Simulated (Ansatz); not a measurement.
# 1T-PbBrI bilayer (like faces together) in a perpendicular field

Wanted: the out-of-plane response of the 1T-PbBrI bilayer (like faces together). A positive field points along +c.

Program: Ansatz 0.2.0. Level of theory: plane-wave DFT, PBE-D4, Ansatz PAW. Results are calculated unless marked as measured.

**1. Set-up**

The cell holds 6 atoms: 2 I, 2 Pb and 2 Br. Cell: a = 4.142 Å, b = 4.142 Å, c = 47.376 Å, α = 90.0°, β = 90.0°, γ = 120.0°. Regions: layer 1: 1T-PbBrI, 3 atoms (1 I, 1 Pb and 1 Br); layer 2: 1T-PbBrI, 3 atoms (1 I, 1 Pb and 1 Br). Vacuum lies along c.

**2. Relaxation**

The starting cell is a guess, so the in-plane lattice and the atoms are relaxed first, with the slab cut off from its images along the normal.

The input, input.yaml:

```yaml
crystal:
  lattice:
    - [4.142421, 0.0, 0.0]
    - [-2.0712105, 3.5874418192, 0.0]
    - [0.0, 0.0, 47.3757220595]
  atoms:
    - { symbol: I, position: [0.6666666667, 0.3333333333, 0.4137140111] }
    - { symbol: Pb, position: [0.0, 0.0, 0.4443264096] }
    - { symbol: Br, position: [0.3333333333, 0.6666666667, 0.4662274277] }
    - { symbol: I, position: [0.0, 0.0, 0.5862859889] }
    - { symbol: Pb, position: [0.3333333333, 0.6666666667, 0.5556735904] }
    - { symbol: Br, position: [0.6666666667, 0.3333333333, 0.5337725723] }
  periodic: [true, true, false]
kpoints:
  mp_grid: { grid: [12, 12, 1] }
hamiltonian:
  xc: pbe
  dispersion: d4
scf:
  occupations: { method: fermi_dirac, width: 0.05 }
  convergence: { dr2_threshold: 1.0e-09 }
relax:
  f_tol: 0.004
  max_steps: 90
  cell: {}
output:
  write_potential: true
  write_density: true
  volumetric_format: npy
```

Launch:

```bash
$ ansatz run input.yaml --threads 4 --pin off --max-ram 6144MiB --backend cpu --events-out ev --progress --plain --runs-dir out
```

Numbers of over 12 decimals in the logs are rounded to 6 here.

Output:

```text
Warning: relax.cell: scf.convergence.dr2_threshold = 1e-9 eV is looser than the 1.81621770401e-10 eV advised for a relaxation that steers and ends on the stress (1e-10 eV for each atom of the cell: 6, times the square of relax.cell.stress_2d_tol = 0.05 N/m over 18.2 Å (the atoms' height at the walk's start and 5 Å past either face), 2.751e-2 GPa, over a crystal's default 0.05). What an SCF threshold leaves in a stress goes as its square root, and in the free energy as the threshold itself, and one threshold admits the most on a small cell: [figures from the program's tests cut] Set scf.convergence.dr2_threshold to 1.81621770401e-10 eV or tighter. [rest of the remark cut]
Engine: ansatz 0.2.0, x86_64-unknown-linux-gnu
Pseudopotentials: kind: paw
Pseudopotential: I, paw, valence charge 17, recommended cutoff 420 eV (normal), I.paw.azcp
Pseudopotential: Pb, paw, valence charge 14, recommended cutoff 420 eV (normal), Pb.paw.azcp
Pseudopotential: Br, paw, valence charge 7, recommended cutoff 420 eV (normal), Br.paw.azcp
Functional definition: PBE
  parameter kappa = 0.804
  parameter beta = 0.066725
  exchange = pbe_x(kappa = kappa, mu = beta*pi^2/3)
  correlation = pbe_c(beta = beta)
Crystal: 6 atoms, lattice volume = 704.036 Å³
Basis set: ecut = 420 eV, 13587 PW (Γ), exchange–correlation on 60×60×640 points (8 copies of the dense FFT grid, shifted against one another)
Bands: 46, of which v1, the nominal top of the filled ones, is band 38 counted from 1 (37 counted from 0)
Symmetry: 6 space group operations
Space group: P3m1 (ITA 156), of the structure as read, at distance tolerance 8.9e-5 Å
k-points: 19 of 144 (time reversal used)
Non-local potential: I, projectors of the file, l = 0: 2, l = 1: 2, l = 2: 2, l = 3: 2
Non-local potential: Pb, projectors of the file, l = 0: 2, l = 1: 2, l = 2: 2, l = 3: 2
Non-local potential: Br, projectors of the file, l = 0: 2, l = 1: 2, l = 2: 2
PAW form: soft (Blöchl's): semilocal exchange-correlation on the pseudo side does not see the compensation charge
PAW one-centre angular grid: I, 590 points (default); XC on 64 Gauss nodes
PAW one-centre angular grid: Pb, 590 points (default); XC on 64 Gauss nodes
PAW one-centre angular grid: Br, 110 points (default); XC on 64 Gauss nodes
Initial density: superposition of atomic densities (neutral atoms: chi_scale 0, normalization atom), corrected by the library's trained network
Initial wavefunctions: pseudopotential atomic-orbital guess
Functional: x = pbe(κ = 0.804, μ = 0.219515), c = pbe(β = 0.066725)
SCF iter   1: F=—  HF=-44404.747454 eV  |F-HF|=—  |Δ(HF+E_count)|=         —  Δρ=1.21e-3  dr2=1.74e-2  ethr=1.77e-3  ⟨swp⟩=21.1  Hψ=7109  notcnv=0  defer=8
preconditioner: auto → Resta (q_TF=auto, 1.883 Å⁻¹)  ε∞=1.5  [insulator: Δε(μ)=1.274 eV  Ē_g=14.574 eV  σ=0.050 eV  W_gap=1.00  n_scr=94 (ndim 8)  ℏωp=10.5 eV  f_vac=0.744  D(μ)=0.00/eV (n_scr^D=0)  ε∞_Penn≈1.5  vacuum switching on, ρ_ref=1.5e-2 e/Å³]
SCF iter   2: F=—  HF=-44404.751316 eV  |F-HF|=—  |Δ(HF+E_count)|=   3.86e-3  Δρ=5.35e-4  dr2=9.34e-3  ethr=2.28e-5  ⟨swp⟩=4.2  Hψ=2732  notcnv=0  defer=44
SCF iter   3: F=—  HF=-44404.751262 eV  |F-HF|=—  |Δ(HF+E_count)|=   5.44e-5  Δρ=4.14e-4  dr2=4.60e-3  ethr=1.23e-5  ⟨swp⟩=2.9  Hψ=1440  notcnv=0  defer=44
SCF iter   4: F=—  HF=-44404.751237 eV  |F-HF|=—  |Δ(HF+E_count)|=   2.45e-5  Δρ=2.01e-4  dr2=3.87e-4  ethr=6.05e-6  ⟨swp⟩=2.6  Hψ=1150  notcnv=0  defer=44
SCF iter   5: F=—  HF=-44404.751604 eV  |F-HF|=—  |Δ(HF+E_count)|=   3.67e-4  Δρ=7.59e-5  dr2=5.25e-5  ethr=5.10e-7  ⟨swp⟩=3.6  Hψ=1903  notcnv=0  defer=44
SCF iter   6: F=—  HF=-44404.751685 eV  |F-HF|=—  |Δ(HF+E_count)|=   8.07e-5  Δρ=2.45e-5  dr2=1.58e-5  ethr=6.91e-8  ⟨swp⟩=3.3  Hψ=1719  notcnv=0  defer=44
SCF iter   7: F=—  HF=-44404.751688 eV  |F-HF|=—  |Δ(HF+E_count)|=   3.87e-6  Δρ=1.31e-5  dr2=8.03e-6  ethr=2.08e-8  ⟨swp⟩=2.6  Hψ=1412  notcnv=0  defer=44
SCF iter   8: F=—  HF=-44404.751692 eV  |F-HF|=—  |Δ(HF+E_count)|=   3.38e-6  Δρ=6.09e-6  dr2=1.29e-6  ethr=1.06e-8  ⟨swp⟩=2.3  Hψ=1090  notcnv=0  defer=44
SCF iter   9: F=—  HF=-44404.751772 eV  |F-HF|=—  |Δ(HF+E_count)|=   8.02e-5  Δρ=1.37e-6  dr2=1.86e-8  ethr=1.69e-9  ⟨swp⟩=2.9  Hψ=1522  notcnv=0  defer=44
SCF iter  10: F=—  HF=-44404.751772 eV  |F-HF|=—  |Δ(HF+E_count)|=   2.33e-8  Δρ=5.27e-7  dr2=1.50e-9  ethr=2.45e-11  ⟨swp⟩=3.4  Hψ=2025  notcnv=0  defer=44
SCF iter  11: F=-44404.751772 eV  HF=-44404.751772 eV  |F-HF|=1.46e-10  |Δ(HF+E_count)|=   3.11e-9  Δρ=1.92e-7  dr2=4.50e-10  ethr=1.32e-12  ⟨swp⟩=12.5  Hψ=7030  notcnv=0
SCF 1 converged in 11 iterations: F = -44404.751772 eV  dr2 = 4.50e-10
  greatest PAW one-centre occupation: 0.999 electrons in one spin orbital (limit 2), on the I atom at site 0 (counted from 0), in its partial waves of l = 2
relax step   1: F+E_penalty+E_count = -44404.75177211 eV  Δ(F+E_penalty+E_count) = +0.000e0 eV  max|allowed force component| = 4.932e0 eV/Å  Δτ_max = 0.0000 Å  P = +39.204 N/m  Ω = 704.036 Å³  fix = [c, alpha, beta]  reactions: c +0.000 N/m  (11 SCF iters, accepted)
Crystal: 6 atoms, lattice volume = 729.055 Å³
Basis set: ecut = 420 eV, 14133 PW (Γ), exchange–correlation on 60×60×640 points (8 copies of the dense FFT grid, shifted against one another)
Initial density: handed on by an earlier stage of this run
Initial wavefunctions: those handed on with the density
iter 1 solved again at ethr=1.03e-4 eV; its pass at ethr=3.10e-3 eV (dr2=7.84e-2 eV) is discarded
SCF iter   1: F=—  HF=-44408.480076 eV  |F-HF|=—  |Δ(HF+E_count)|=         —  Δρ=2.43e-3  dr2=7.94e-2  ethr=1.03e-4  ⟨swp⟩=3.7  Hψ=6551  notcnv=0
preconditioner: auto → Resta (q_TF=auto, 1.872 Å⁻¹)  ε∞=1.5  [insulator: Δε(μ)=1.823 eV  Ē_g=14.086 eV  σ=0.050 eV  W_gap=1.00  n_scr=94 (ndim 8)  ℏωp=10.3 eV  f_vac=0.737  D(μ)=0.00/eV (n_scr^D=0)  ε∞_Penn≈1.5  vacuum switching on, ρ_ref=1.4e-2 e/Å³]
SCF iter   2: F=—  HF=-44408.467546 eV  |F-HF|=—  |Δ(HF+E_count)|=   1.25e-2  Δρ=1.29e-3  dr2=3.90e-2  ethr=1.03e-4  ⟨swp⟩=4.8  Hψ=1690  notcnv=0
SCF iter   3: F=—  HF=-44408.464793 eV  |F-HF|=—  |Δ(HF+E_count)|=   2.75e-3  Δρ=8.24e-4  dr2=1.59e-2  ethr=5.13e-5  ⟨swp⟩=4.4  Hψ=1551  notcnv=0  defer=2
SCF iter   4: F=—  HF=-44408.463191 eV  |F-HF|=—  |Δ(HF+E_count)|=   1.60e-3  Δρ=4.51e-4  dr2=2.16e-3  ethr=2.09e-5  ⟨swp⟩=1.6  Hψ=1035  notcnv=0  defer=3
SCF iter   5: F=—  HF=-44408.463230 eV  |F-HF|=—  |Δ(HF+E_count)|=   3.85e-5  Δρ=1.38e-4  dr2=9.97e-5  ethr=2.84e-6  ⟨swp⟩=2.9  Hψ=1377  notcnv=0  defer=3
SCF iter   6: F=—  HF=-44408.463267 eV  |F-HF|=—  |Δ(HF+E_count)|=   3.74e-5  Δρ=3.49e-5  dr2=1.99e-5  ethr=1.31e-7  ⟨swp⟩=3.3  Hψ=1807  notcnv=0  defer=3
[...]
relax step   5: F+E_penalty+E_count = -44411.27850716 eV  Δ(F+E_penalty+E_count) = -2.156e-1 eV  max|allowed force component| = 9.123e-2 eV/Å  Δτ_max = 0.2000 Å  P = +1.438 N/m  Ω = 801.372 Å³  energy of the carried Pulay correction = -3.496e-3 eV  fix = [c, alpha, beta]  reactions: c +0.000 N/m  (11 SCF iters, accepted)
[...]
relax step   6: F+E_penalty+E_count = -44411.31413241 eV  Δ(F+E_penalty+E_count) = -3.563e-2 eV  max|allowed force component| = 3.234e-2 eV/Å  Δτ_max = 0.0896 Å  P = +0.330 N/m  Ω = 816.892 Å³  energy of the carried Pulay correction = -4.013e-3 eV  fix = [c, alpha, beta]  reactions: c +0.000 N/m  (10 SCF iters, accepted)
[...]
relax step   7: F+E_penalty+E_count = -44411.31812605 eV  Δ(F+E_penalty+E_count) = -3.994e-3 eV  max|allowed force component| = 3.083e-2 eV/Å  Δτ_max = 0.0650 Å  P = +0.061 N/m  Ω = 826.737 Å³  energy of the carried Pulay correction = -4.335e-3 eV  fix = [c, alpha, beta]  reactions: c +0.000 N/m  (10 SCF iters, accepted)
[...]
relax step   8: F+E_penalty+E_count = -44411.31846937 eV  Δ(F+E_penalty+E_count) = -3.433e-4 eV  max|allowed force component| = 7.204e-3 eV/Å  Δτ_max = 0.0097 Å  P = -0.028 N/m  Ω = 825.754 Å³  energy of the carried Pulay correction = -4.303e-3 eV  fix = [c, alpha, beta]  reactions: c -0.000 N/m  (9 SCF iters, accepted)
[...]
relax step   9: F+E_penalty+E_count = -44411.31850352 eV  Δ(F+E_penalty+E_count) = -3.415e-5 eV  max|allowed force component| = 3.334e-4 eV/Å  Δτ_max = 0.0019 Å  P = -0.002 N/m  Ω = 825.262 Å³  energy of the carried Pulay correction = -4.287e-3 eV  fix = [c, alpha, beta]  reactions: c -0.000 N/m  (8 SCF iters, accepted)
Initial wavefunctions: pseudopotential atomic-orbital guess (no wavefunctions were taken with the density)
iter 1 solved again at ethr=2.15e-6 eV; its pass at ethr=3.10e-3 eV (dr2=1.63e-3 eV) is discarded
SCF iter   1: F=—  HF=-44411.267623 eV  |F-HF|=—  |Δ(HF+E_count)|=         —  Δρ=5.63e-4  dr2=1.07e-4  ethr=2.15e-6  ⟨swp⟩=4.0  Hψ=8353  notcnv=0
preconditioner: auto → Resta (q_TF=auto, 1.833 Å⁻¹)  ε∞=1.5  [insulator: Δε(μ)=2.670 eV  Ē_g=13.158 eV  σ=0.050 eV  W_gap=1.00  n_scr=104 (ndim 8)  ℏωp=9.7 eV  f_vac=0.710  D(μ)=0.00/eV (n_scr^D=0)  ε∞_Penn≈1.5  vacuum switching on, ρ_ref=1.3e-2 e/Å³]
SCF iter   2: F=—  HF=-44411.304160 eV  |F-HF|=—  |Δ(HF+E_count)|=   3.65e-2  Δρ=2.82e-4  dr2=4.55e-5  ethr=1.41e-7  ⟨swp⟩=3.1  Hψ=1814  notcnv=0
SCF iter   3: F=—  HF=-44411.316907 eV  |F-HF|=—  |Δ(HF+E_count)|=   1.27e-2  Δρ=1.37e-4  dr2=4.58e-5  ethr=5.99e-8  ⟨swp⟩=3.6  Hψ=1839  notcnv=0
SCF iter   4: F=—  HF=-44411.320154 eV  |F-HF|=—  |Δ(HF+E_count)|=   3.25e-3  Δρ=7.31e-5  dr2=1.08e-5  ethr=5.99e-8  ⟨swp⟩=2.2  Hψ=1209  notcnv=0
SCF iter   5: F=—  HF=-44411.321510 eV  |F-HF|=—  |Δ(HF+E_count)|=   1.36e-3  Δρ=2.83e-5  dr2=1.12e-6  ethr=1.43e-8  ⟨swp⟩=2.5  Hψ=1231  notcnv=0
SCF iter   6: F=—  HF=-44411.321969 eV  |F-HF|=—  |Δ(HF+E_count)|=   4.60e-4  Δρ=6.26e-6  dr2=5.45e-8  ethr=1.47e-9  ⟨swp⟩=3.0  Hψ=1356  notcnv=0
SCF iter   7: F=—  HF=-44411.321992 eV  |F-HF|=—  |Δ(HF+E_count)|=   2.23e-5  Δρ=1.13e-6  dr2=8.67e-9  ethr=7.17e-11  ⟨swp⟩=3.1  Hψ=1760  notcnv=0
SCF iter   8: F=—  HF=-44411.321993 eV  |F-HF|=—  |Δ(HF+E_count)|=   1.24e-6  Δρ=4.04e-7  dr2=8.41e-9  ethr=1.14e-11  ⟨swp⟩=2.9  Hψ=1706  notcnv=0
SCF iter   9: F=-44411.321993 eV  HF=-44411.321993 eV  |F-HF|=9.27e-9  |Δ(HF+E_count)|=   5.17e-8  Δρ=1.84e-7  dr2=6.76e-10  ethr=1.32e-12  ⟨swp⟩=17.1  Hψ=7303  notcnv=0
SCF 10 converged in 9 iterations: F = -44411.321993 eV  dr2 = 6.76e-10
  Residual-converged pass: ⟨swp⟩=1.2  Hψ=956  notcnv=0  max |occ|·‖R‖ = 7.0e-9 eV (tolerance 1.0e-8 eV)  dr2=6.76e-10  dr2_onsite=2.68e-11  max |Δocc| = 1.1e-24
relax step  10: F+E_penalty+E_count = -44411.32199300 eV  Δ(F+E_penalty+E_count) = -3.489e-3 eV  max|allowed force component| = 3.103e-4 eV/Å  Δτ_max = 0.0000 Å  P = +0.020 N/m  Ω = 825.262 Å³  fix = [c, alpha, beta]  reactions: c +0.000 N/m  stress off target by 2.01e-2 N/m on what of the cell is left free  SCF on the basis re-selected at this cell (its energy is not comparable with the rows above)  (9 SCF iters)
basis re-selected at this cell: Δ(F+E_penalty+E_count) = -3.489e-3 eV, ΔP = +0.022 N/m vs the last step (what re-selecting the basis moved, of the pressure what is left beyond the Pulay correction that the steps carried, after the strain that the cell walked since its last selection, with what the two solves' SCF thresholds leave and, on support functions, any second-order correction that the steps lacked; it is no m [...]
WARN: The input density's exchange-correlation potential varies sharply where the density is thin. Do not read a vacuum level from v_tot or v_xc, or from such a field of the output density. On a cell that repeats whose density bears no net charge and no dipole along the vacuum's axis use v_es (v_loc + v_h of the components); under efield.dipole_correction with no amplitude use v_es + v_field, which holds any external [...]
SCF converged after 9 iterations
Free energy (F): -44411.321993 eV
Harris-Foulkes:  -44411.321993 eV  (|F-HF|=9.27e-9)
Internal energy: -44411.321993 eV  (E = F + TS)
E sigma→0 (E₀):  -44411.321993 eV
Fermi energy:    -5.080684 eV
--- Per-component energies (eV) ---
  E_band       = -1836.972417
  E_kinetic    = 1215.525312
  E_local      = -228709.296946  (includes V_loc(G=0)·N_el)
  E_nonlocal   = 658.673593
  E_hartree    = 113620.517639
  E_xc         = -1226.334293
  E_vxc        = -728.033872  (∫ρ·V_xc dr)
  E_paw        = -34930.702668  (= ΣΔE_a)
  E_vpaw       = -1514.875751  (= ΣTr[D̂ρ^β])
  E_aug_tail   = 0.000076  (compensation charges beyond the density's cutoff)
  E_ewald      = 104961.864331
  E_disp       = -1.569036  (pairwise vdW)
  E_smearing   = -0.000000  (= −TS)
  E_closure    = 0.000000  (closes the sum)
  Σ components = -44411.321993   (vs F -44411.321993, Δ=0.00e0)
--- Forces (eV/Å), atoms counted from 1 ---
  atom   1  I      0.00000000     0.00000000    -0.00023699
  atom   2  Pb     0.00000000     0.00000000     0.00007197
  atom   3  Br     0.00000000    -0.00000000    -0.00031010
  atom   4  I      0.00000000     0.00000000     0.00024566
  atom   5  Pb     0.00000000     0.00000000    -0.00006728
  atom   6  Br    -0.00000000    -0.00000000     0.00029779
  max |Σ_I F_I| component: 1.04e-6 eV/Å
--- 2D stress c σ (N/m, compression-positive) ---
        0.020128      -0.000000      -0.000000
       -0.000000       0.020128      -0.000000
       -0.000000      -0.000000       0.000000
  P = ½ c Tr σ = 0.0201 N/m
--- Band table (eV; the first three rows and the last of 19) ---
  k-point 0: bands = [... 34 lower, -6.8992, -6.8540, -6.8540, -6.6232, -3.8369, -3.7232, -2.6438, -2.6438, ... 4 higher]
  k-point 1: bands = [... 34 lower, -6.9242, -6.8781, -6.7860, -6.5410, -3.6476, -3.5301, -2.6959, -2.6477, ... 4 higher]
  k-point 2: bands = [... 34 lower, -6.9901, -6.9378, -6.6215, -6.5386, -3.4225, -3.1997, -2.6095, -2.5563, ... 4 higher]
  k-point 18: bands = [... 34 lower, -7.3749, -7.2825, -6.6436, -6.5704, -2.5184, -2.5122, -2.1109, -2.0648, ... 4 higher]
--- Relaxed structure (9 steps of the walk, 9 accepted, 1 SCFs on fresh bases) ---
  F+E_penalty+E_count = -44411.32199300 eV   max|allowed force component| = 3.103e-4 eV/Å   (the final SCF, on the basis selected at the relaxed cell)
  cell:  # Å, volume = 825.2620 Å³
    - [4.484899, 0.0, 0]
    - [-2.242450, 3.884037, 0]
    - [0, 0, 47.3757220595]
  atoms:
    - { symbol: I, position: [0.666667, 0.333333, 0.394583] }
    - { symbol: Pb, position: [-9.408822589320567e-18, -4.215326352525342e-18, 0.435701] }
    - { symbol: Br, position: [0.333333, 0.666667, 0.469841] }
    - { symbol: I, position: [2.085624599131481e-17, 9.343983533256208e-18, 0.605405] }
    - { symbol: Pb, position: [0.333333, 0.666667, 0.564304] }
    - { symbol: Br, position: [0.666667, 0.333333, 0.530166] }
```

The job ended after 2.5 min (4 threads of Intel Xeon Platinum 8559C (Emerald Rapids), shared host; peak memory 1.6 GiB).

Step by step:

```tsv
step	energy less that of the first step (eV)	largest force component (eV/Å)	volume (Å³)
1	0.0000	4.9316	704.04
2	-3.7116	2.8413	729.06
3	-5.6534	1.2185	751.61
4	-6.3111	0.5023	777.06
5	-6.5267	0.0912	801.37
6	-6.5624	0.0323	816.89
7	-6.5664	0.0308	826.74
8	-6.5667	0.0072	825.75
9	-6.5667	0.0003	825.26
10*	-6.5702	0.0003	825.26
```

Relaxation steps marked * repeat the geometry before them on a plane-wave basis chosen anew for their cell, so energy and pressure can jump there.

The run keeps the 6 symmetry operations that it works with, so distortions that break them were not tested.

```tsv
cell as run	before	after	change
a (Å)	4.142	4.485	+8.3 %
b (Å)	4.142	4.485	+8.3 %
```

The atoms that moved most (Å, along periodic axes as changes of fractional coordinates times the final cell, across vacuum about the mean position):

```tsv
atom	dx	dy	dz	length
I1	0.000	0.000	-0.906	0.906
I4	0.000	0.000	0.906	0.906
Pb5	0.000	0.000	0.409	0.409
Pb2	0.000	0.000	-0.409	0.409
Br3	0.000	0.000	0.171	0.171
Br6	0.000	0.000	-0.171	0.171
```

The relaxed structure:

```xyz
6
Lattice="4.4849 0.0000 0.0000 -2.2424 3.8840 0.0000 0.0000 0.0000 47.3757" Properties=species:S:1:pos:R:3
I     2.2424    1.2947   18.6937
Pb    0.0000    0.0000   20.6417
Br    0.0000    2.5894   22.2590
I     0.0000    0.0000   28.6815
Pb    0.0000    2.5894   26.7343
Br    2.2424    1.2947   25.1170
```

Numbers from this step:

| Property | Result |
| --- | --- |
| gap on the k-mesh | 2.671 eV |

The lattice constant a goes from 4.142 to 4.485 Å.

(Continued in part 2 of 3.)

[Logs are printed without paths, hosts, clocks, repeated set-up lines and the standing remarks that a program may print on its own settings, such as how far it seeks lower states.]

[Hosts, paths, dates, database ids (printed as entryN), source tags and the programs' standing remarks are cut or masked in the printed files.]

[Maps of the electrostatic potential energy from Ansatz leave out the sawtooth potential of an applied field or a dipole correction, so their vacuum need not be flat; planar profiles and work functions include it.]
